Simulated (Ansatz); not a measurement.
## Where Sb_S puts its levels in the gap of Y4S3N2 (C2/m)

Aim: at which Fermi levels does Sb_S in Y4S3N2 (C2/m) change its charge? The model is a cell of 54 host atoms with 1 S taken out and 1 Sb put in.

Program: Ansatz 0.2.0. Level of theory: place-levels on PBEsol runs: charge-transition levels and formation energies with image-charge correction and potential alignment at the atomic sites. Results are calculated unless marked as measured.

### 1. The structure

The cell holds 54 atoms: 24 Y, 17 S, 12 N and 1 Sb. Its edges and angles: a = 12.778 Å, b = 11.374 Å, c = 9.763 Å, α = 90.0°, β = 128.5°, γ = 90.0°. It derives from Y4S3N2 (space group C2/m). Nearest the centre at fractional (0.326, 0.500, 0.216): Sb31 at 0.00 Å, Y41 at 2.70 Å, Y23 at 2.70 Å, Y39 at 2.89 Å, Y21 at 2.89 Å, Y25 at 2.98 Å, N33 at 3.39 Å, S49 at 3.79 Å.

Structure file:

```xyz
54
Lattice="12.7781 0.0000 -0.0248 0.0000 11.3745 0.0000 -6.0606 0.0000 7.6537" Properties=species:S:1:pos:R:3 pbc="T T T"
Y    -0.6153    1.8957    4.9602
Y     5.7738    0.0000    4.9478
Y     0.9438    0.0000    2.6811
Y     7.3328    1.8957    2.6687
Y     4.6955    0.0000    1.0893
Y    11.0845    1.8957    1.0769
Y    -4.3670    1.8957    6.5520
Y     2.0220    0.0000    6.5396
S     0.0000    0.0000    0.0000
S     6.3891    1.8957   -0.0124
S    -2.5264    0.0000    5.9982
S     3.8626    1.8957    5.9858
S     2.8549    1.8957    1.6431
S     9.2440    0.0000    1.6307
N    -0.3467    1.8957    2.7567
N     6.0423    0.0000    2.7443
N     0.6752    0.0000    4.8846
N     7.0643    1.8957    4.8722
Y    -0.6153    5.6872    4.9602
Y     5.7738    3.7915    4.9478
Y     0.9438    3.7915    2.6811
Y     7.3328    5.6872    2.6687
Y     4.6955    3.7915    1.0893
Y    11.0845    5.6872    1.0769
Y    -4.3670    5.6872    6.5520
Y     2.0220    3.7915    6.5396
S     0.0000    3.7915    0.0000
S     6.3891    5.6872   -0.0124
S    -2.5264    3.7915    5.9982
S     3.8626    5.6872    5.9858
Sb    2.8549    5.6872    1.6431
S     9.2440    3.7915    1.6307
N    -0.3467    5.6872    2.7567
N     6.0423    3.7915    2.7443
N     0.6752    3.7915    4.8846
N     7.0643    5.6872    4.8722
Y    -0.6153    9.4787    4.9602
Y     5.7738    7.5830    4.9478
Y     0.9438    7.5830    2.6811
Y     7.3328    9.4787    2.6687
Y     4.6955    7.5830    1.0893
Y    11.0845    9.4787    1.0769
Y    -4.3670    9.4787    6.5520
Y     2.0220    7.5830    6.5396
S     0.0000    7.5830    0.0000
S     6.3891    9.4787   -0.0124
S    -2.5264    7.5830    5.9982
S     3.8626    9.4787    5.9858
S     2.8549    9.4787    1.6431
S     9.2440    7.5830    1.6307
N    -0.3467    9.4787    2.7567
N     6.0423    7.5830    2.7443
N     0.6752    7.5830    4.8846
N     7.0643    9.4787    4.8722
```

The host's dielectric constants go in as inputs: (6.75, 7.00, 6.49) for the electrons alone, principal values (12.97, 15.04, 17.01) with the ions, from a response run on this crystal (DFPT, PBEsol) at that run's own cell.

The cell's shortest repeat is 9.8 Å.

### 2. Charge states

A transition level is the Fermi level at which two charge states cost the same, so each charge needs its own total energy, at its own relaxed structure.

Random displacements of about 0.05 Å break the site symmetry at the start, so that the relaxation can reach a distorted minimum if there is one. Forces are taken at one point at (¼, ¼, ¼). The cell holds 1 electron more than the neutral one, with a uniform background that keeps it neutral on the whole.

The sampling was tested on the host first: at the k-points planned (1x1x1 shifted 0.25 0.25 0.25) its energy lies 0.005 eV an atom from the dense-mesh value, under the bound of 0.02 eV set for this test; that bounds the host's error, not the defect's.

One state's input; the others differ in charge, spin, start and seed, and in occupations where the table says so.

Input file qm1.relax/input.yaml:

```yaml
crystal:
  lattice:
    - [12.7781342, 0.0, -0.02476512]
    - [0.0, 3.79148885, 0.0]
    - [-6.06062452, 0.0, 7.65368019]
  atoms:
    - { symbol: "Y", position: [0.25962613, 0.5, 0.64891759] }
    - { symbol: "Y", position: [0.75962613, 0.0, 0.64891759] }
    - { symbol: "Y", position: [0.24037387, 0.0, 0.35108241] }
    - { symbol: "Y", position: [0.74037387, 0.5, 0.35108241] }
    - { symbol: "Y", position: [0.43563346, 0.0, 0.14373379] }
    - { symbol: "Y", position: [0.93563346, 0.5, 0.14373379] }
    - { symbol: "Y", position: [0.06436654, 0.5, 0.85626621] }
    - { symbol: "Y", position: [0.56436654, 0.0, 0.85626621] }
    - { symbol: S, position: [0.0, 0.0, 0.0] }
    - { symbol: S, position: [0.5, 0.5, 0.0] }
    - { symbol: S, position: [0.17425596, 0.0, 0.78426089] }
    - { symbol: S, position: [0.67425596, 0.5, 0.78426089] }
    - { symbol: S, position: [0.32574404, 0.5, 0.21573911] }
    - { symbol: S, position: [0.82574404, 0.0, 0.21573911] }
    - { symbol: "N", position: [0.14391518, 0.5, 0.36064226] }
    - { symbol: "N", position: [0.64391518, 0.0, 0.36064226] }
    - { symbol: "N", position: [0.35608482, 0.0, 0.63935774] }
    - { symbol: "N", position: [0.85608482, 0.5, 0.63935774] }
  supercell: [1, 3, 1]
  defects: [{ substitution: { at: 30, symbol: Sb } }]
total_charge: -1
basis:
  ecutwfc: 420
  xc_grid: 2
hamiltonian:
  xc: pbesol
kpoints:
  mp_grid: { grid: [1, 1, 1], shift: [0.25, 0.25, 0.25] }
scf:
  occupations: { method: fixed }
  max_iter: 80
output:
  forces: true
  charged_corrections:
    epsilon: [6.75, 7.0, 6.49]
    static_epsilon: [[14.06, 0.0, 1.03], [0.0, 17.01, 0.0], [1.03, 0.0, 13.95]]
relax:
  f_tol: 0.02
  max_steps: 80
  random_displacement: { amplitude: 0.05, seed: 9688 }
checkpoint:
  write: "../qm1.relax.run"
  compress: false
  write_wavefunctions: true
  write_every: 100000
```

The run is started by

```bash
$ ansatz run input.yaml --threads 4 --pin off --max-ram 7536MiB --backend cpu --events-out ev --progress --plain --runs-dir out
```

Defect states can disperse in a cell of this size, so the energy is taken again at a 2×2×2 shifted mesh, on the relaxed structure.

The run of this state that the levels use, under PBEsol:

Input file qm1.point/input.yaml:

```yaml
crystal:
  checkpoint: "../qm1.relax.run"
  host: checkpoint
total_charge: -1
basis:
  ecutwfc: 420
  xc_grid: 2
hamiltonian:
  xc: pbesol
kpoints:
  mp_grid: { grid: [2, 2, 2], shift: [0.5, 0.5, 0.5] }
scf:
  occupations: { method: fermi_dirac, width: 0.01 }
  max_iter: 80
output:
  forces: true
  eigenvalues: true
  charged_corrections:
    epsilon: [6.75, 7.0, 6.49]
    static_epsilon: [[14.06, 0.0, 1.03], [0.0, 17.01, 0.0], [1.03, 0.0, 13.95]]
    defect_position: [0.325744, 0.5, 0.215739]
  eigenstates: { localisation: true }
  populations: true
  band_densities: [{ bands: [v1, v1] }, { bands: [c1, c1] }]
  write_density: true
  write_potential: true
  volumetric_format: npy
  elf: true
checkpoint:
  read: "../qm1.relax.run"
  write: "../qm1.point.run"
  compress: false
  write_wavefunctions: false
  write_every: 100000
```

Relaxations under PBEsol at one point at (¼, ¼, ¼); times on 4 threads of Intel Xeon Platinum 8259CL at 2.50GHz (Skylake/Cascade Lake), shared host:

```
charge  moment (μB)  occupations    outcome  steps  largest displacement against the far atoms (Å)     time
    −1            0        fixed  converged     12                                            1.10    2 min
     0            1        fixed  converged      9                                            1.15  3.6 min
```

Single points under PBEsol at a 2×2×2 shifted mesh; times on 4 threads of Intel Xeon Platinum 8259CL at 2.50GHz (Skylake/Cascade Lake), shared host:

```
charge  moment (μB)  occupations    outcome     time
    −1            0  fermi-dirac  converged     99 s
     0            1  fermi-dirac  converged  4.4 min
```

Distances (Å) from Sb31 to the nearest atoms after relaxation with PBEsol:

```
charge  moment (μB)      1.      2.      3.      4.      5.      6.
    −1            0  Y 2.90  Y 2.90  Y 3.02  Y 3.02  N 3.54  N 3.54
     0            1  Y 2.95  Y 2.95  Y 3.06  Y 3.06  S 3.42  N 3.44
```

### 3. Levels against the band edges, PBEsol

A charged cell interacts with its images and the background, and its potential has another zero than the host's. place-levels removes the first by a point-charge model, screened by the static dielectric constant since the ions have relaxed around the charge, and the second by comparing potentials at atoms far from the defect.

The host is a run of the defect-free crystal in the same cutoffs, grids and k-points, so that basis and sampling errors cancel in part in the differences. Its band edges come from a run of the primitive cell that searches the zone for them. Chemical potentials are energies per atom of S (S12 rings, Pnnm, not the stable S8 form) and Sb (A7 rhombohedral), run with the same functional and cutoff.

Input file levels.point.yaml:

```yaml
host:
  run: host.point.run
  levels_from: { run: edges.point.run }
states: [qm1.point.run, q0_M1.point.run]
geometry_from:
  qm1.point.run: qm1.relax.run
  q0_M1.point.run: q0_M1.relax.run
  host.point.run: host.relax.run
chemical_potentials:
  S:
    energy: -884.879081
    dataset: "<sha256 of the dataset>"
  Sb:
    energy: -6408.086395
    dataset: "<sha256 of the dataset>"
epsilon: [6.75, 7.0, 6.49]
static_epsilon:
  - [14.06, 0.0, 1.03]
  - [0.0, 17.01, 0.0]
  - [1.03, 0.0, 13.95]
vertical:
  - { from: qm1.point.run, to: qm1.point_neutral.run }
```

The run is started by

```bash
$ ansatz place-levels levels.point.yaml -- --threads 4 --pin off --max-ram 7536MiB
```

Numbers of over 12 decimals in the logs are rounded to 6 here.

Log:

```text
[... repeated set-up lines and file paths are left out, and long positions are rounded to six places ...]
(0/-1) 0.623 eV above the valence edge, 0.644 eV under the conduction edge
formation energy of charge 0: +3.804 eV with the Fermi level at the valence edge
formation energy of charge -1: +4.427 eV with the Fermi level at the valence edge
vertical -1 to 0: no energy, since no alignment is typed
  the change from vertical[0].from (qm1.point.run) to vertical[0].to (qm1.point_neutral.run): by its potential at epsilon [6.75, 7, 6.49] it stands at 0.448 0.500 0.296, with an rms radius of about 2.8 Å (2.1 1.4 1.1 Å across the planes of the cell's [...]
  edges by pbesol of host.levels_from (edges.point.run), its mesh sampled to repeats of 30.33 Å (the valence edge +0.154 eV and the conduction edge -0.183 eV from those of the host's own run), gap 1.266 eV; the host is sampled to repeats of 20.33 Å
  the defect's cells are sampled to repeats of 20.33 Å, like sampling
  charge 0: +0.000 eV for its dipole among its images, +0.000 omitted
  charge -1: -117171.8058 eV with its correction of -0.045 eV, at epsilon [[14.06, 0, 1.03], [0, 17.01, 0], [1.03, 0, 13.95]], aligned at sites: +0.1776 eV, mean over 28 atomic sites at or beyond 4.88 Å from the host's site at [0.3270, 0.5000, 0.2181] by the [...]
  of states[1] (q0_M1.point.run): its displacements don't fall off away from the defect: farther atoms stand 0.023 Å off the host's places. [...]
  of states[0] (qm1.point.run): it parts from the run at its places by a charge that spreads by about 2.1 Å along one vector (1.7 Å or more is wide), by its potential at epsilon [6.75, 7, 6.49], taken for that of held ions (one typed too small widens it), [...]
  of vertical[0].from (qm1.point.run): its displacements don't fall off away from the defect: farther atoms stand 0.028 Å off the host's places. [...]
  of vertical[0].to (qm1.point_neutral.run): its displacements don't fall off away from the defect: farther atoms stand 0.028 Å off the host's places. [...]
```

Run time: 0.46 s. Hardware: 4 threads of Intel Xeon Platinum 8259CL at 2.50GHz (Skylake/Cascade Lake), shared host.

Levels between the charges placed, in eV above the valence top:

```
        gap (eV)  (0/−1)
PBEsol      1.27    0.62
```

Corrections by state:

```
charge  moment (μB)  image terms and alignment (eV)  band filling (eV)                                  ε used  over the lowest of its charge, as the program ranks them, band filling apart (eV)
     0          1.0                           0.000                  -                                       -                                                                              0.000
    −1          0.0                          -0.045                  -  principal values (12.97, 15.04, 17.01)                                                                              0.000
```

The charged structures listed were also run neutral, and place-levels reads from each pair, by the potential or the spins, how wide the charge is by which they differ; that can be the carrier of either run.

```
charge  rms radius (Å)  spread where it is widest against the cell (Å)  wide from (Å)  reading
    −1             2.8                                            2.14           1.73     wide
```

The neutral runs of these pairs need not share the spin of the lowest neutral state, and very wide values only mean spread over the cell.

From the program's caveats on the states, each cut to its opening words:

- charge 0 (1 μB): its displacements don't fall off away from the defect: farther atoms stand 0.023 Å off the host's places
- charge −1: it parts from the run at its places by a charge that spreads by about 2.1 Å along one vector (1.7 Å or more is wide), by its potential at epsilon [6.75, 7, [...]
- charge −1: its sublattices stand up to 0.0388 Å off the host's, which by the two runs' forces adds about -0.01 eV to its energy against the host's, and moves the band [...]
- charge −1: its displacements don't fall off away from the defect: farther atoms stand 0.028 Å off the host's places

Chemical potentials of the elements' reference phases, run alike. Formation energy by charge state (elemental references; gap 1.27 eV):

```
charge  at valence top (eV)  at conduction bottom (eV)  correction included (eV)
     0                 3.80                       3.80                      0.00
    −1                 4.43                       3.16                     -0.05
```

```csv
Fermi level (eV),lowest formation energy (eV)
0.00,3.80
0.12,3.80
0.23,3.80
0.35,3.80
0.46,3.80
0.58,3.80
0.69,3.74
0.81,3.62
0.92,3.51
1.04,3.39
1.15,3.28
1.27,3.16
```

### 4. The same at the relaxations' own k-points

The relaxations' own energies give the levels at their sampling, for comparison.

Input file levels.relax_mesh.yaml:

```yaml
host:
  run: host.relax.run
  levels_from: { run: edges.relax.run }
states: [qm1.relax.run, q0_M1.relax.run]
chemical_potentials:
  S:
    energy: -884.879081
    dataset: "<sha256 of the dataset>"
  Sb:
    energy: -6408.086395
    dataset: "<sha256 of the dataset>"
```

The run is started by

```bash
$ ansatz place-levels levels.relax_mesh.yaml -- --threads 4 --pin off --max-ram 7536MiB
```

Log:

```text
(0/-1) 0.616 eV above the valence edge, 0.651 eV under the conduction edge
formation energy of charge 0: +3.752 eV with the Fermi level at the valence edge
formation energy of charge -1: +4.367 eV with the Fermi level at the valence edge
  edges by pbesol of host.levels_from (edges.relax.run), its mesh sampled to repeats of 30.33 Å (the valence edge +0.154 eV and the conduction edge -0.214 eV from those of the host's own run), gap 1.266 eV; the host is sampled to repeats of 14.99 Å
[... the lines on each state left out ...]
```

Elapsed: 0.23 s, on 4 threads.

Levels between neighbouring charges, in eV above the valence top:

```
                        gap (eV)  (0/−1)
one point at (¼, ¼, ¼)      1.27    0.62
  a 2×2×2 shifted mesh      1.27    0.62
```

Going from one point at (¼, ¼, ¼) to a 2×2×2 shifted mesh moves the levels that carry no band-filling term by up to 0.01 eV and formation energies against the elements by up to 0.06 eV.

### 5. Summary of results

```
gap of the host                                                             : 1.27 eV (PBEsol)
level (0/minus 1)                                                           : 0.62 eV above the valence top
lowest of the charges placed, just above the valence top (0.02 eV)          : 0
lowest of the charges placed, just below the conduction bottom (0.02 eV)    : −1
lowest formation energy at mid-gap of the charges run, elemental references : 3.79 eV
```

Of the charges placed (−1 and 0), the lowest changes at 0.62 eV (0/−1) above the valence top, in a gap of 1.27 eV. Charges above 0 and below −1 were not placed, so these runs say nothing of levels that involve them. States placed: 0 at 1 μB; −1 at 0 μB. Other spin states or structures, where not listed, weren't placed. At charge −1 and 0 the atom put in ends up to 1.1 Å from its starting place, so the name tells the start alone and the levels can join different sites. Sb is taken at its element; compounds, which aren't counted here, bound the chemical potentials and would shift these formation energies. Going from one point at (¼, ¼, ¼) to a 2×2×2 shifted mesh moves the levels that carry no band-filling term by up to 0.01 eV and formation energies against the elements by up to 0.06 eV. What this leaves open: PBEsol makes the gap too small and tends to spread out bound carriers; where a gas molecule sets a chemical potential or the host's formation energy, its binding is uncorrected; spin–orbit coupling, which can matter with heavy atoms, is left out; force components of up to 0.12 eV/Å remain in a run at the final settings.

[Logs are printed without paths, hosts, clocks, repeated set-up lines and the standing remarks that a program may print on its own settings, such as how far it seeks lower states.]

[Hosts, paths, dates, database ids (printed as entryN), source tags and the programs' standing remarks are cut or masked in the printed files.]

[Where a table of states has a column of steps, it counts the stored structures, which are thinned; the runs took as many ionic steps or more.]

[A defect's name tells the site on which it was built; relaxed atoms can leave that site.]

[For some hosts the program warned that the k-mesh of the response run may be too coarse for force constants and the static dielectric constant; such warnings are not shown here.]
